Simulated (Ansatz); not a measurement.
# WC (P-6m2): phonons along a line and the smearing

Wanted: frequencies of WC (P-6m2) solved wavevector by wavevector at several smearings. The first relaxation steps of the session are not shown, so no cell shown is the starting entry, unless a step says so.

Main program and level: Ansatz 0.2.0; DFT PBE, scalar-relativistic, plane waves, PAW.

### Step 1. The cell after earlier relaxation steps

It takes space group P-6m2 (No. 187, hexagonal). The conventional cell has a = 2.922 Å, b = 2.922 Å, c = 2.848 Å, α = 90.00°, β = 90.00°, γ = 120.00°. Nearest to W lie 6 C at 2.21 Å. Nearest to C lie 6 W at 2.21 Å. Farther neighbours are not listed.

### Step 2. Relaxing tightly for phonons

Phonons are second derivatives about the minimum, so the remaining forces must be small: the thresholds are tightened. Earlier relaxation steps are not shown.

Contents of input.yaml:

```yaml
crystal:
  lattice:
    - [2.9217507636, 0.0, 0.0]
    - [-1.4608753818, 2.5303103848, 0.0]
    - [0.0, 0.0, 2.8475047671]
  atoms:
    - { symbol: W, position: [0.0, 0.0, 0.0] }
    - { symbol: C, position: [0.6666666667, 0.3333333333, 0.5] }
kpoints:
  mp_grid: { grid: [12, 12, 10] }
hamiltonian:
  xc: pbe
scf:
  occupations: { method: methfessel_paxton, width: 0.2 }
output:
  forces: true
  stress: true
  eigenvalues: true
relax:
  adjacent_minimum: "off"
  f_tol: 0.001
  max_steps: 60
  cell: { stress_tol: 0.01 }
```

Launch:

```
$ ansatz run input.yaml --threads 4 --pin off --max-ram 8192MiB --backend cpu --events-out ev --progress --plain --runs-dir out
```

Numbers of over 12 decimals in the logs are rounded to 6 here.

The log of the run:

```text
[the first part of the log is left out]
  E_hartree    = 237.835981
  E_xc         = -316.184799
  E_vxc        = -299.956602  (∫ρ·V_xc dr)
  E_paw        = -8661.040537  (= ΣΔE_a)
  E_vpaw       = -130.921290  (= ΣTr[D̂ρ^β])
  E_aug_tail   = -0.000056  (compensation charges beyond the density's cutoff)
  E_ewald      = -1787.632166
  E_smearing   = 0.000904  (= −TS)
  E_closure    = 0.000000  (closes the sum)
  Σ components = -10636.061100   (vs F -10636.061100, Δ=0.00e0)
--- Forces (eV/Å), atoms counted from 1 ---
  atom   1  W     -0.00000000     0.00000000     0.00000000
  atom   2  C      0.00000000     0.00000000     0.00000000
  max |Σ_I F_I| component: 5.92e-16 eV/Å
--- Stress (GPa, compression-positive) ---
       -0.000337       0.000000      -0.000000
        0.000000      -0.000337      -0.000000
       -0.000000      -0.000000       0.000058
  P = ⅓ Tr σ = -0.0002 GPa (-0.002 kbar)
--- Band table (eV; the first three rows and the last of 114) ---
  k-point 0: bands = ["-53.7209", "-17.7361", "-17.6401", "-17.6401", "5.9113", "16.0146", "16.9572", "16.9572", "20.3418", "23.4119", "23.4119", "25.7839", "25.7839"]
  k-point 1: bands = ["-53.7172", "-17.8074", "-17.6340", "-17.6340", "6.1501", "15.8772", "17.0661", "17.0661", "20.3241", "22.6582", "22.6582", "26.1948", "26.1948"]
  k-point 2: bands = ["-53.7075", "-17.9905", "-17.6179", "-17.6179", "6.8265", "15.2397", "17.3703", "17.3703", "20.7075", "21.4220", "21.4220", "26.3329", "26.3329"]
  k-point 113: bands = ["-53.6221", "-18.2661", "-18.1088", "-18.0609", "9.3749", "13.1515", "14.9021", "18.6316", "19.6081", "24.5604", "26.4660", "27.6910", "29.2390"]
--- Relaxed structure (3 steps of the walk, 2 accepted, 1 SCFs on fresh bases) ---
  F+E_penalty+E_count = -10636.06109990 eV   max|allowed force component| = 2.220e-16 eV/Å   (the final SCF, on the basis selected at the relaxed cell)
  cell:  # Å, volume = 21.0530 Å³
    - [2.921776, 0.0, 0.0]
    - [-1.460888, 2.530333, 0.0]
    - [0.0, 0.0, 2.847664]
  atoms:
    - { symbol: W, position: [-3.7007434155248937e-17, 0, 0.0] }
    - { symbol: C, position: [0.666667, 0.333333, 0.500000] }
```

It took 3 s on 4 threads of Arm Neoverse V2, shared host; peak memory 0.34 GiB; 11 s of CPU time.

Little changed from the start: no atom moved by 0.005 Å and no cell edge by 0.1 %.

This step gave:

```yaml
pressure: -2.06e-4 GPa
volume_per_atom: 10.53 Å³
metallic_on_mesh: yes
gap_on_the_k_mesh: 0 eV
```

The largest force is now zero by symmetry and the largest stress component 3.4e-4 GPa, small enough for phonons.

### Step 3. Phonons along a line: Fermi–Dirac smearing of 0.1 eV

Each wavevector is solved by itself, so no interpolation smooths a dip of the branch.

Contents of input.yaml:

```yaml
crystal:
  lattice:
    - [2.9217764871, 0.0, 0.0]
    - [-1.4608882435, 2.530332662, 0.0]
    - [0.0, 0.0, 2.8476641329]
  atoms:
    - { symbol: W, position: [0.0, 0.0, 0.0] }
    - { symbol: C, position: [0.6666666667, 0.3333333333, 0.5] }
kpoints:
  mp_grid: { grid: [18, 18, 20] }
hamiltonian:
  xc: pbe
scf:
  occupations: { method: fermi_dirac, width: 0.1 }
output:
  eigenvalues: true
phonons:
  method: dfpt
  qpoints:
    - [0, 0, 0]
    - [0.166666667, 0.0, 0.0]
    - [0.333333333, 0.0, 0.0]
    - [0.5, 0.0, 0.0]
```

The log of the run:

```text
The run solves and reports these wavevectors of phonons.qpoints, in the list's order, at another value: [0.166666667, 0.0, 0.0] as [0.166667, 0.0, 0.0], [0.333333333, 0.0, 0.0] as [0.333333, 0.0, 0.0].
[...]
Crystal: 2 atoms, lattice volume = 21.053 Å³
Basis set: ecut = 420 eV, 405 PW (Γ), exchange–correlation on 40×40×40 points (8 copies of the dense FFT grid, shifted against one another)
Bands: 13, of which v1, the nominal top of the filled ones, is band 9 counted from 1 (8 counted from 0)
Symmetry: 12 space group operations
k-points: 407 of 6480 (time reversal used)
[...]
SCF iter   1: F=—  HF=-10636.060343 eV  |F-HF|=—  |Δ(HF+E_count)|=         —  Δρ=7.04e-3  dr2=2.43e-3  ethr=1.77e-3  ⟨swp⟩=5.1  Hψ=25771  notcnv=0
[...]
SCF iter   8: F=-10636.063960 eV  HF=-10636.063960 eV  |F-HF|=0.00e0  |Δ(HF+E_count)|=  7.09e-11  Δρ=1.65e-7  dr2=4.69e-12  ethr=1.00e-12  ⟨swp⟩=4.4  Hψ=25328  notcnv=0
SCF 1 converged in 8 iterations: F = -10636.063960 eV  dr2 = 4.69e-12
[...]
NSCF: frozen V_eff on 407 k-points
WARN: eigensolver did not converge in 2 slots of this pass, the one above among them; of largest residual over every band (k=362): 1 band(s) unlocked (lowest unlocked band 12, counted from 0; max residual 5.15e-5 eV among the unlocked bands, 5.15e-5 eV over every band); of lowest unlocked band (k=362): band 12
[...]
DFPT response loops at q = (0, 0, 0) (fractional): preconditioner auto → Kerker (q_TF=auto, 2.658 Å⁻¹) (partly filled bands, converged f_vac=0.000); β = 1.00, the filter's whole step (`scf.mixing.beta` (0.50) is not read by the response loops under this deck's `scf.mixing.preconditioner`; to damp them name `kerker` or `kerker_dos`, under which they read `scf.mixing.beta`, and type it under 1.00, their step now; both keys bind the ground state too); Broyden in place of MSR1
[...]
SCF converged after 8 iterations
Free energy (F): -10636.063960 eV
[...]
Internal energy: -10636.053801 eV  (E = F + TS)
E sigma→0 (E₀):  -10636.058880 eV
Entropy (-TS):   -0.010159 eV (-5.080 meV/atom)
Fermi energy:    20.261031 eV
[...]
--- Band table (eV; the first three rows and the last of 407) ---
  k-point 0: bands = [... 5 lower, 16.0172, 16.9587, 16.9587, 20.3424, 23.4166, 23.4166, 25.7861, 25.7861]
  k-point 1: bands = [... 5 lower, 15.9882, 16.9862, 16.9862, 20.3281, 23.1888, 23.1888, 25.9311, 25.9311]
  k-point 2: bands = [... 5 lower, 15.8794, 17.0676, 17.0676, 20.3254, 22.6624, 22.6624, 26.1973, 26.1973]
  k-point 406: bands = [... 5 lower, 13.1532, 14.9034, 18.6338, 19.6079, 24.5639, 26.4699, 27.6938, 29.2413]
--- Phonons (Γ-DFPT): 4 representative perturbations + reference (Σ response iterations 12) ---
  ASR residual: 2.738e-4 → 0.000e0 eV/Å²; symmetrization residual: 2.700e-6 eV/Å²
  ASR residual per site (eV/Å²): 2.74e-4 3.99e-5
  Γ frequencies (cm⁻¹): 0.00 0.00 0.00 565.59 602.26 602.26
  non-analytic LO–TO correction: not included (Born effective charges unavailable; polar crystals: no LO–TO splitting at Γ)
--- Phonons (arbitrary-q DFPT): 4 explicit q-points ---
  q = [0, 0, 0] (of the zone-centre solve; hermiticity 3.59e-7, symmetrization 3.46e-11): -0.00 0.00 0.00 565.59 602.26 602.26
  q = [0.166667, 0, 0] (4 solved perturbations in 10890 linear systems a pass and spin channel, the states on 3564 of 6480 k-point pairs; hermiticity 1.53e-7, symmetrization 5.90e-14): 83.36 92.61 139.02 579.72 604.70 634.29
[...]
sum rule: each row above includes the acoustic sum rule's correction from the zone centre's row sums; it moved no ω² by more than (0.95 cm⁻¹)²
```

Run time: 2.4 min. Hardware: 4 threads; peak memory 2.5 GiB; 9.2 min of CPU time.

In the SCF lines HF is the Harris–Foulkes energy and dr2 the Hartree energy of the density residual, in eV; the loop may stop once dr2 is under the threshold and the program's other checks hold. Hψ counts applications of the Hamiltonian.

Each wavevector solved by linear response. Frequency against |q| along the line:

```
|q| along the line (Å⁻¹)  mode 1 (cm⁻¹)  mode 2 (cm⁻¹)  mode 3 (cm⁻¹)  mode 4 (cm⁻¹)  mode 5 (cm⁻¹)  mode 6 (cm⁻¹)
                   0.000              0              0              0            566            602            602
                   0.414           83.4           92.6            139            580            605            634
                   0.828            146            160            232            591            611            670
                   1.242            166            184            261            591            625            684
```

### Step 4. Wavevectors along a line: Fermi–Dirac smearing of 0.25 eV

Each wavevector is solved by itself, so no interpolation smooths a dip of the branch.

Edit input.yaml of step 3 so:

```diff
@@ -13,3 +13,3 @@
 scf:
-  occupations: { method: fermi_dirac, width: 0.1 }
+  occupations: { method: fermi_dirac, width: 0.25 }
 output:
```

Wider smearing eases the sum over k-points of a metal but moves the result away from its zero-temperature value.

The log of the run:

```text
[...]
Crystal: 2 atoms, lattice volume = 21.053 Å³
Basis set: ecut = 420 eV, 405 PW (Γ), exchange–correlation on 40×40×40 points (8 copies of the dense FFT grid, shifted against one another)
Bands: 13, of which v1, the nominal top of the filled ones, is band 9 counted from 1 (8 counted from 0)
[... 1 set-up line as in the run before ...]
k-points: 407 of 6480 (time reversal used)
[...]
SCF iter   1: F=—  HF=-10636.090265 eV  |F-HF|=—  |Δ(HF+E_count)|=         —  Δρ=7.04e-3  dr2=2.66e-3  ethr=1.77e-3  ⟨swp⟩=5.2  Hψ=26841  notcnv=0
[...]
SCF iter   7: F=-10636.093422 eV  HF=-10636.093422 eV  |F-HF|=0.00e0  |Δ(HF+E_count)|=  1.24e-10  Δρ=2.26e-7  dr2=8.23e-12  ethr=1.00e-12  ⟨swp⟩=5.0  Hψ=27482  notcnv=0
SCF 1 converged in 7 iterations: F = -10636.093422 eV  dr2 = 8.23e-12
[...]
SCF converged after 7 iterations
Free energy (F): -10636.093422 eV
[...]
Internal energy: -10636.016296 eV  (E = F + TS)
E sigma→0 (E₀):  -10636.054859 eV
Entropy (-TS):   -0.077126 eV (-38.563 meV/atom)
Fermi energy:    20.367736 eV
[...]
--- Band table (eV; the first three rows and the last of 407) ---
  k-point 0: bands = [... 5 lower, 16.0219, 16.9616, 16.9616, 20.3400, 23.4256, 23.4256, 25.7872, 25.7872]
  k-point 1: bands = [... 5 lower, 15.9927, 16.9892, 16.9892, 20.3259, 23.1972, 23.1972, 25.9326, 25.9326]
  k-point 2: bands = [... 5 lower, 15.8834, 17.0706, 17.0706, 20.3240, 22.6700, 22.6700, 26.1995, 26.1995]
  k-point 406: bands = [... 5 lower, 13.1529, 14.9064, 18.6312, 19.6130, 24.5718, 26.4754, 27.7012, 29.2453]
[...]
ASR residual: 4.525e-4 → 0.000e0 eV/Å²; symmetrization residual: 2.569e-6 eV/Å²
  ASR residual per site (eV/Å²): 4.53e-4 6.64e-5
  Γ frequencies (cm⁻¹): 0.00 0.00 0.00 563.55 603.98 603.98
[...]
--- Phonons (arbitrary-q DFPT): 4 explicit q-points ---
[...]
```

The job ended after 2.5 min (4 threads; peak memory 2.5 GiB; 9.5 min of CPU time).

Each wavevector solved by linear response. Frequency against |q| along the line:

```
|q| along the line (Å⁻¹)  mode 1 (cm⁻¹)  mode 2 (cm⁻¹)  mode 3 (cm⁻¹)  mode 4 (cm⁻¹)  mode 5 (cm⁻¹)  mode 6 (cm⁻¹)
                   0.000              0              0              0            564            604            604
                   0.414           83.5           91.4            139            579            602            630
                   0.828            145            159            229            591            609            668
                   1.242            165            183            259            590            623            686
```

Against step 3 (now smearing width 0.25 eV), the free energy moves by -14.7 meV an atom.

### Step 5. Wavevectors along a line: Fermi–Dirac smearing of 0.04 eV

Each wavevector is solved by itself, so no interpolation smooths a dip of the branch.

Edit input.yaml of step 4 so:

```diff
@@ -13,3 +13,3 @@
 scf:
-  occupations: { method: fermi_dirac, width: 0.25 }
+  occupations: { method: fermi_dirac, width: 0.04 }
 output:
```

Narrower smearing comes nearer the zero-temperature value but asks more of the mesh.

The log of the run:

```text
[...]
Crystal: 2 atoms, lattice volume = 21.053 Å³
Basis set: ecut = 420 eV, 405 PW (Γ), exchange–correlation on 40×40×40 points (8 copies of the dense FFT grid, shifted against one another)
Bands: 13, of which v1, the nominal top of the filled ones, is band 9 counted from 1 (8 counted from 0)
[... 1 set-up line as in the run before ...]
k-points: 407 of 6480 (time reversal used)
[...]
SCF iter   1: F=—  HF=-10636.056168 eV  |F-HF|=—  |Δ(HF+E_count)|=         —  Δρ=7.09e-3  dr2=2.50e-3  ethr=1.77e-3  ⟨swp⟩=5.9  Hψ=26622  notcnv=0
[...]
SCF iter   8: F=-10636.059765 eV  HF=-10636.059765 eV  |F-HF|=1.09e-11  |Δ(HF+E_count)|=  3.27e-11  Δρ=1.28e-7  dr2=2.90e-12  ethr=1.00e-12  ⟨swp⟩=6.0  Hψ=23021  notcnv=0
SCF 1 converged in 8 iterations: F = -10636.059765 eV  dr2 = 2.90e-12
[...]
SCF converged after 8 iterations
Free energy (F): -10636.059765 eV
[...]
Internal energy: -10636.058262 eV  (E = F + TS)
E sigma→0 (E₀):  -10636.059013 eV
Entropy (-TS):   -0.001503 eV (-0.751 meV/atom)
Fermi energy:    20.250012 eV
[...]
--- Band table (eV; the first three rows and the last of 407) ---
  k-point 0: bands = [... 5 lower, 16.0165, 16.9581, 16.9581, 20.3435, 23.4151, 23.4151, 25.7861, 25.7861]
  k-point 1: bands = [... 5 lower, 15.9875, 16.9856, 16.9856, 20.3292, 23.1874, 23.1874, 25.9309, 25.9309]
  k-point 2: bands = [... 5 lower, 15.8788, 17.0670, 17.0670, 20.3263, 22.6611, 22.6611, 26.1971, 26.1971]
  k-point 406: bands = [... 5 lower, 13.1534, 14.9031, 18.6348, 19.6064, 24.5625, 26.4691, 27.6923, 29.2406]
[...]
ASR residual: 6.703e-5 → 0.000e0 eV/Å²; symmetrization residual: 2.709e-6 eV/Å²
  ASR residual per site (eV/Å²): 6.70e-5 3.77e-5
  Γ frequencies (cm⁻¹): 0.00 0.00 0.00 567.79 599.28 599.28
[...]
--- Phonons (arbitrary-q DFPT): 4 explicit q-points ---
[...]
```

Elapsed: 2.4 min, on 4 threads; peak memory 2.5 GiB; 9 min of CPU time.

Each wavevector solved by linear response. Frequency against |q| along the line:

```
|q| along the line (Å⁻¹)  mode 1 (cm⁻¹)  mode 2 (cm⁻¹)  mode 3 (cm⁻¹)  mode 4 (cm⁻¹)  mode 5 (cm⁻¹)  mode 6 (cm⁻¹)
                   0.000              0              0              0            568            599            599
                   0.414           83.4           92.8            139            581            605            635
                   0.828            146            161            233            590            612            671
                   1.242            167            185            262            592            626            683
```

Against step 3 (now smearing width 0.04 eV), the free energy moves by +2.1 meV an atom.

### Step 6. Wavevectors along a line: Methfessel–Paxton smearing of 0.2 eV

The smearing blurs the Fermi surface that screens the phonons; a Methfessel–Paxton width blurs it less than a thermal one.

Edit input.yaml of step 5 so:

```diff
@@ -13,3 +13,3 @@
 scf:
-  occupations: { method: fermi_dirac, width: 0.04 }
+  occupations: { method: methfessel_paxton, width: 0.2 }
 output:
```

The log of the run:

```text
[...]
Crystal: 2 atoms, lattice volume = 21.053 Å³
Basis set: ecut = 420 eV, 405 PW (Γ), exchange–correlation on 40×40×40 points (8 copies of the dense FFT grid, shifted against one another)
Bands: 13, of which v1, the nominal top of the filled ones, is band 9 counted from 1 (8 counted from 0)
[... 1 set-up line as in the run before ...]
k-points: 407 of 6480 (time reversal used)
[...]
SCF iter   1: F=—  HF=-10636.055467 eV  |F-HF|=—  |Δ(HF+E_count)|=         —  Δρ=7.12e-3  dr2=2.52e-3  ethr=1.77e-3  ⟨swp⟩=5.1  Hψ=26051  notcnv=0
[...]
SCF iter   7: F=-10636.058880 eV  HF=-10636.058880 eV  |F-HF|=3.64e-12  |Δ(HF+E_count)|=  3.09e-11  S|Δr|=    0.00e0  Δρ=9.79e-8  dr2=1.41e-12  ethr=1.00e-12  ⟨swp⟩=6.2  Hψ=23358  notcnv=0
SCF 1 converged in 7 iterations: F = -10636.058880 eV  dr2 = 1.41e-12
[...]
SCF converged after 7 iterations
Stability not checked: this state was not tested for a lower state beside it, because cold or Methfessel-Paxton smearing, or corrected tetrahedra, fill the levels in a way that the test cannot read (fill_not_monotonic; see scf.lower_state_search)
Free energy (F): -10636.058880 eV
[...]
Internal energy: -10636.058931 eV  (E = F + TS)
E sigma→0 (E₀):  -10636.058893 eV
Entropy (-TS):   0.000052 eV (0.026 meV/atom)
Fermi energy:    20.244525 eV
[...]
--- Band table (eV; the first three rows and the last of 407) ---
  k-point 0: bands = [... 5 lower, 16.0163, 16.9581, 16.9581, 20.3439, 23.4148, 23.4148, 25.7862, 25.7862]
  k-point 1: bands = [... 5 lower, 15.9873, 16.9856, 16.9856, 20.3295, 23.1871, 23.1871, 25.9310, 25.9310]
  k-point 2: bands = [... 5 lower, 15.8787, 17.0670, 17.0670, 20.3265, 22.6609, 22.6609, 26.1971, 26.1971]
  k-point 406: bands = [... 5 lower, 13.1535, 14.9032, 18.6350, 19.6062, 24.5622, 26.4690, 27.6921, 29.2405]
[...]
ASR residual: 7.719e-5 → 0.000e0 eV/Å²; symmetrization residual: 2.684e-6 eV/Å²
  ASR residual per site (eV/Å²): 7.72e-5 1.76e-5
  Γ frequencies (cm⁻¹): 0.00 0.00 0.00 567.33 599.15 599.15
[...]
--- Phonons (arbitrary-q DFPT): 4 explicit q-points ---
[...]
```

Wall time 2.4 min (4 threads); peak memory 2.5 GiB.

Each wavevector solved by linear response. Frequency against |q| along the line:

```
|q| along the line (Å⁻¹)  mode 1 (cm⁻¹)  mode 2 (cm⁻¹)  mode 3 (cm⁻¹)  mode 4 (cm⁻¹)  mode 5 (cm⁻¹)  mode 6 (cm⁻¹)
                   0.000              0              0              0            567            599            599
                   0.414           83.4           92.8            139            581            605            635
                   0.828            146            161            234            590            612            670
                   1.242            167            185            262            592            626            683
```

Against step 3 (now occupations Methfessel-Paxton and smearing width 0.2 eV), the free energy moves by +2.5 meV an atom.

### Step 7. Smearing and the soft branch

Lowest frequency against |q| along the line:

```
|q| along the line (Å⁻¹)  fermi dirac 0.1 eV, k 18x18x20 (cm⁻¹)  fermi dirac 0.25 eV, k 18x18x20 (cm⁻¹)  fermi dirac 0.04 eV, k 18x18x20 (cm⁻¹)  methfessel paxton 0.2 eV, k 18x18x20 (cm⁻¹)
                   0.000                                      0                                       0                                       0                                            0
                   0.414                                   83.4                                    83.5                                    83.4                                         83.4
                   0.828                                    146                                     145                                     146                                          146
                   1.242                                    166                                     165                                     167                                          167
```

### Step 8. Outcome

| Quantity | Value |
| --- | --- |
| phonon run of the rows without a label of their own | PBE, k 18×18×20 |
| lowest branch at the last solved point, Fermi–Dirac 0.1 eV | 166 cm⁻¹ at \|q\| = 1.24 Å⁻¹ |
| lowest branch at the last solved point, Fermi–Dirac 0.25 eV | 165 cm⁻¹ at \|q\| = 1.24 Å⁻¹ |
| lowest branch at the last solved point, Fermi–Dirac 0.04 eV | 167 cm⁻¹ at \|q\| = 1.24 Å⁻¹ |
| lowest branch at the last solved point, Methfessel–Paxton 0.2 eV | 167 cm⁻¹ at \|q\| = 1.24 Å⁻¹ |

In words: No branch softens by more than 4 % of the top frequency as the smearing narrows, so no anomaly that hangs on the smearing shows at these points. The line holds 4 wavevectors, so a narrow dip between them would be missed. Between Fermi–Dirac 0.25 eV and Fermi–Dirac 0.04 eV the largest change, with modes counted by rank of frequency, is in mode 6 at |q| = 0.414 Å⁻¹, from 630 to 635 cm⁻¹; the branches hardly feel the smearing. Where branches cross, a count by rank can hide a softening. At the narrowest width the k mesh may not resolve the Fermi surface, so part of the change can be mesh noise. Spin–orbit coupling, left out here, matters for W.

[Logs are printed without paths, hosts, clocks, repeated set-up lines and the standing remarks that a program may print on its own settings, such as how far it seeks lower states.]

[Hosts, paths, dates, database ids (printed as entryN), source tags and the programs' standing remarks are cut or masked in the printed files.]
